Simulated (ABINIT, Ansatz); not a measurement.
# MgPbSe3 (Pm-3m): zone-centre phonons, part 5 of 5

Which modes does MgPbSe3 (Pm-3m) have at the zone centre?

ABINIT 10.8.3; DFT LDA, scalar-relativistic, plane waves, HGH norm-conserving pseudopotentials.

So far, highest optical zone-centre mode (no LO-TO term) (cm⁻¹): step 5 (zone-centre analysis) 209; step 6 (ASR 0, chneut 0) 209.

The structure was built from a prototype and need not be the compound's stable phase.

## 7. The same in Ansatz

The same cell goes through another code, with its own cutoff. The potentials differ.

This step: DFT LDA, scalar-relativistic, plane waves, PseudoDojo norm-conserving pseudopotentials (Ansatz 0.2.0).

Contents of input.yaml:

```yaml
crystal:
  lattice:
    - [5.2856635284, 0.0, 0.0]
    - [0.0, 5.2856635284, 0.0]
    - [0.0, 0.0, 5.2856635284]
  atoms:
    - { symbol: Mg, position: [0.0, 0.0, 0.0] }
    - { symbol: Pb, position: [0.5, 0.5, 0.5] }
    - { symbol: Se, position: [0.5, 0.5, 0.0] }
    - { symbol: Se, position: [0.5, 0.0, 0.5] }
    - { symbol: Se, position: [0.0, 0.5, 0.5] }
kpoints:
  mp_grid: { grid: [6, 6, 6] }
hamiltonian:
  xc: lda
  pseudopotentials: { kind: nc, accuracy: standard }
scf:
  occupations: { method: fermi_dirac, width: 0.27211 }
output:
  eigenvalues: true
phonons:
  method: dfpt
```

On the command line:

```
$ ansatz run input.yaml --threads 4 --pin off --max-ram 8192MiB --backend cpu --events-out ev --progress --plain --runs-dir out
```

The program printed:

```text
band count auto-derived: 48 (N_el = 72.0; filled up to band 36; 44 by the electrons, moments and atoms)
zone centre: on kpoints.mp_grid the ground state, and the responses unless they are solved on pairs of k-points, stand on 64 of the mesh's 216 k-points, reduced under 8 symmetry operations, with k and −k counted as one. Each operation leaves every solved displacement unchanged or reverses it
Engine: ansatz 0.2.0, aarch64-unknown-linux-gnu
Pseudopotentials: kind: nc
Pseudopotential: Mg, nc, valence charge 10, recommended cutoff 1142.878222 eV (normal), Mg.nc.azcp (PseudoDojo's, or run here from an input of PseudoDojo's; its table is named by hamiltonian.pseudopotentials.accuracy)
Pseudopotential: Pb, nc, valence charge 14, recommended cutoff 761.918815 eV (normal), Pb.nc.azcp (PseudoDojo's, or run here from an input of PseudoDojo's; its table is named by hamiltonian.pseudopotentials.accuracy)
Pseudopotential: Se, nc, valence charge 16, recommended cutoff 1170.089609 eV (normal), Se.nc.azcp (PseudoDojo's, or run here from an input of PseudoDojo's; its table is named by hamiltonian.pseudopotentials.accuracy)
Functional definition: SPW92
  exchange = slater_x
  correlation = pw_c
Crystal: 5 atoms, lattice volume = 147.672 Å³
Basis set: ecut = 1170.089609 eV, 13397 PW (Γ), exchange–correlation on 120×120×120 points (8 copies of the dense FFT grid, shifted against one another)
Bands: 48, of which v1, the nominal top of the filled ones, is band 36 counted from 1 (35 counted from 0)
Symmetry: 48 space group operations
k-points: 64 of 216 (irreducible under 8 space group operations)
Non-local potential: Mg, projectors of the file, l = 0: 2, l = 1: 2
Non-local potential: Pb, projectors of the file, l = 0: 2, l = 1: 2, l = 2: 2
Non-local potential: Se, projectors of the file, l = 0: 2, l = 1: 2, l = 2: 2
Initial density: superposition of atomic densities (chi_scale 0.1, normalization cell, long waves kept (reshape's long-wave potential 0.02 eV rms))
Initial wavefunctions: pseudopotential atomic-orbital guess
Functional: x = slater, c = lda
SCF iter   1: F=—  HF=-13416.974124 eV  |F-HF|=—  |Δ(HF+E_count)|=         —  Δρ=3.57e-2  dr2=1.42e0  ethr=3.10e-3  ⟨swp⟩=9.8  Hψ=14022  notcnv=0
preconditioner: auto → LDOS  [metal: Δε(μ)=0.020 eV  Ē_g=13.420 eV  σ=0.272 eV  W_gap=0.02  n_scr=32 (ndim 8)  ℏωp=17.8 eV  f_vac=0.028  D(μ)=3.77/eV (n_scr^D=26)  β→1.0]
SCF iter   2: F=—  HF=-13416.388906 eV  |F-HF|=—  |Δ(HF+E_count)|=   5.85e-1  Δρ=7.11e-3  dr2=5.71e-2  ethr=1.98e-3  ⟨swp⟩=3.0  Hψ=6967  notcnv=0
SCF iter   3: F=—  HF=-13416.391159 eV  |F-HF|=—  |Δ(HF+E_count)|=   2.25e-3  Δρ=1.63e-3  dr2=8.43e-3  ethr=7.93e-5  ⟨swp⟩=1.7  Hψ=3184  notcnv=0
SCF iter   4: F=—  HF=-13416.389754 eV  |F-HF|=—  |Δ(HF+E_count)|=   1.40e-3  Δρ=3.71e-4  dr2=1.37e-4  ethr=1.17e-5  ⟨swp⟩=2.0  Hψ=3551  notcnv=0
SCF iter   5: F=—  HF=-13416.389676 eV  |F-HF|=—  |Δ(HF+E_count)|=   7.86e-5  Δρ=7.61e-5  dr2=6.67e-6  ethr=1.90e-7  ⟨swp⟩=2.0  Hψ=4270  notcnv=0
SCF iter   6: F=—  HF=-13416.389403 eV  |F-HF|=—  |Δ(HF+E_count)|=   2.73e-4  Δρ=1.82e-5  dr2=2.83e-7  ethr=9.26e-9  ⟨swp⟩=2.0  Hψ=4448  notcnv=0
SCF iter   7: F=—  HF=-13416.389403 eV  |F-HF|=—  |Δ(HF+E_count)|=   5.54e-8  Δρ=2.33e-6  dr2=7.94e-9  ethr=3.93e-10  ⟨swp⟩=2.0  Hψ=4239  notcnv=0
SCF iter   8: F=—  HF=-13416.389403 eV  |F-HF|=—  |Δ(HF+E_count)|=   1.15e-9  Δρ=3.03e-7  dr2=1.51e-10  ethr=1.10e-11  ⟨swp⟩=3.0  Hψ=6149  notcnv=0
SCF iter   9: F=-13416.389403 eV  HF=-13416.389403 eV  |F-HF|=9.09e-12  |Δ(HF+E_count)|=  4.18e-11  Δρ=5.35e-8  dr2=8.09e-13  ethr=1.00e-12  ⟨swp⟩=11.2  Hψ=18492  notcnv=0
SCF 1 converged in 9 iterations: F = -13416.389403 eV  dr2 = 8.09e-13
DFPT response loops at Γ: preconditioner auto → Kerker (q_TF=auto, 2.420 Å⁻¹) (partly filled bands, converged f_vac=0.025); β = 1.00, the filter's whole step (`scf.mixing.beta` (0.50) is not read by the response loops under this deck's `scf.mixing.preconditioner`; to damp them name `kerker` or `kerker_dos`, under which they read `scf.mixing.beta`, and type it under 1.00, their step now; both keys bind the ground state too); Broyden in place of MSR1
SCF converged after 9 iterations
Free energy (F): -13416.389403 eV
Harris-Foulkes:  -13416.389403 eV  (|F-HF|=9.09e-12)
Internal energy: -13415.547179 eV  (E = F + TS)
E sigma→0 (E₀):  -13415.968291 eV
Entropy (-TS):   -0.842224 eV (-168.445 meV/atom)
Fermi energy:    6.272262 eV
--- Per-component energies (eV) ---
  E_band       = -1673.511893
  E_kinetic    = 8247.425526
  E_local      = -11800.494895  (includes V_loc(G=0)·N_el)
  E_nonlocal   = -5036.037964
  E_hartree    = 4440.017759
  E_xc         = -2692.307657
  E_vxc        = -1964.440140  (∫ρ·V_xc dr)
  E_ewald      = -6574.149947
  E_smearing   = -0.842224  (= −TS)
  E_closure    = -0.000000  (closes the sum)
  Σ components = -13416.389403   (vs F -13416.389403, Δ=0.00e0)
--- Band table (eV; the first three rows and the last of 64) ---
  k-point 0: bands = [... 32 lower, 5.4147, 5.4147, 5.4265, 5.4265, 5.4265, 5.6222, 11.3159, 11.3159, ... 8 higher]
  k-point 1: bands = [... 32 lower, 5.2527, 5.2527, 5.3107, 5.4408, 5.4408, 6.5622, 10.7243, 11.3599, ... 8 higher]
  k-point 2: bands = [... 32 lower, 4.9232, 5.1018, 5.4771, 5.4824, 5.4824, 7.5970, 9.5976, 10.9984, ... 8 higher]
  k-point 63: bands = [... 32 lower, 5.9040, 5.9040, 6.5881, 6.5881, 6.5881, 8.7865, 8.7865, 8.7865, ... 8 higher]
--- Phonons (Γ-DFPT): 4 representative perturbations + reference, on 64 of 216 k-points (Σ response iterations 12) ---
  k mesh reduced under 8 symmetry operations, with k and −k counted as one. Each operation leaves every solved displacement unchanged or reverses it
  ASR residual: 1.650e-4 → 0.000e0 eV/Å²; symmetrization residual: 5.361e-5 eV/Å²
  ASR residual per site (eV/Å²): 9.08e-6 6.97e-6 1.65e-4 1.65e-4 1.65e-4
  Γ frequencies (cm⁻¹): -154.34 -154.34 -154.34 -94.32 -94.32 -94.32 -48.44 -48.44 -48.44 0.00 0.00 0.00 231.35 231.35 231.35
  non-analytic LO–TO correction: not included (Born effective charges unavailable; polar crystals: no LO–TO splitting at Γ)
```

Run time: 3.2 min. Hardware: 4 threads of Arm Neoverse V1, shared host; peak memory 4.3 GiB; 12 min of CPU time.

Numbers from this step:

```
sum-rule residual before enforcement             : 1.65e-4 eV/Å²
highest optical zone-centre mode (no LO-TO term) : 231.3 cm⁻¹
lowest optical zone-centre mode                  : -154.3 cm⁻¹
```

## 8. The two compared: ABINIT HGH and Ansatz, PseudoDojo

Worked out from the results:

```yaml
root_mean_square_difference: 11.4 cm⁻¹
largest_difference: 22.8 cm⁻¹
```

Optical modes, paired by symmetry label. Frequencies side by side, by row:

| q (reciprocal lattice) | mode | ABINIT HGH (cm⁻¹) | Ansatz, PseudoDojo (cm⁻¹) |
| --- | --- | --- | --- |
| 0 0 0 | 1 | -154.7 | -154.3 |
| 0 0 0 | 2 | -154.7 | -154.3 |
| 0 0 0 | 3 | -154.7 | -154.3 |
| 0 0 0 | 4 | -94.4 | -94.3 |
| 0 0 0 | 5 | -94.4 | -94.3 |
| 0 0 0 | 6 | -94.4 | -94.3 |
| 0 0 0 | 7 | -48.6 | -48.4 |
| 0 0 0 | 8 | -48.6 | -48.4 |
| 0 0 0 | 9 | -48.6 | -48.4 |
| 0 0 0 | 13 | 208.6 | 231.4 |
| 0 0 0 | 14 | 208.6 | 231.4 |
| 0 0 0 | 15 | 208.6 | 231.4 |

At the zone centre the largest difference (acoustic modes at Γ apart) is 11 % of the highest mode.

## 9. Summary of results

| Property | Result |
| --- | --- |
| space group after relaxation | Pm-3m |
| volume per atom | 29.5 Å³ |
| highest optical zone-centre mode (no LO-TO term) | 208.6 cm⁻¹ |
| lowest optical zone-centre mode | -154.7 cm⁻¹ |
| imaginary optical modes at the zone centre (no q mesh in this session) | yes |
| largest difference from Ansatz, PseudoDojo | 22.8 cm⁻¹ |

At the LDA level the optical modes of MgPbSe3 (Pm-3m) at the zone centre run from 155i to 209 cm⁻¹, so the structure is a saddle point, with 9 modes beyond 10i cm⁻¹ there. On other potentials, and in a cell that was not relaxed for them, the second run differs strongly on some modes. ABINIT HGH and Ansatz, PseudoDojo differ by 11.4 cm⁻¹ in the root mean square and by 22.8 cm⁻¹ at most, 10.9 % of the highest mode compared (acoustic modes at Γ left out); the two use different potentials, and the cell was not relaxed for the second set. These are harmonic frequencies: anharmonic shifts and widths and the lattice's thermal expansion are left out. The Fermi-Dirac smearing of 0.01 Ha is an electronic temperature of 3158 K, which adds a pressure of its own and can shift the volume and soft modes. Spin-orbit coupling is left out, which can matter for the heavy elements here. The HGH files keep few electrons and have no core correction, which is cheap but rough for Mg and Pb. In a metal the frequencies hang on the k mesh and the smearing, most of all near Kohn anomalies. The structure is a hypothetical one, built on a prototype.

[Host names and launcher messages were left out of these logs when they were recorded.]

[Logs are printed without paths, hosts, clocks, repeated set-up lines and the standing remarks that a program may print on its own settings, such as how far it seeks lower states.]

[Hosts, paths, dates, database ids (printed as entryN), source tags and the programs' standing remarks are cut or masked in the printed files.]
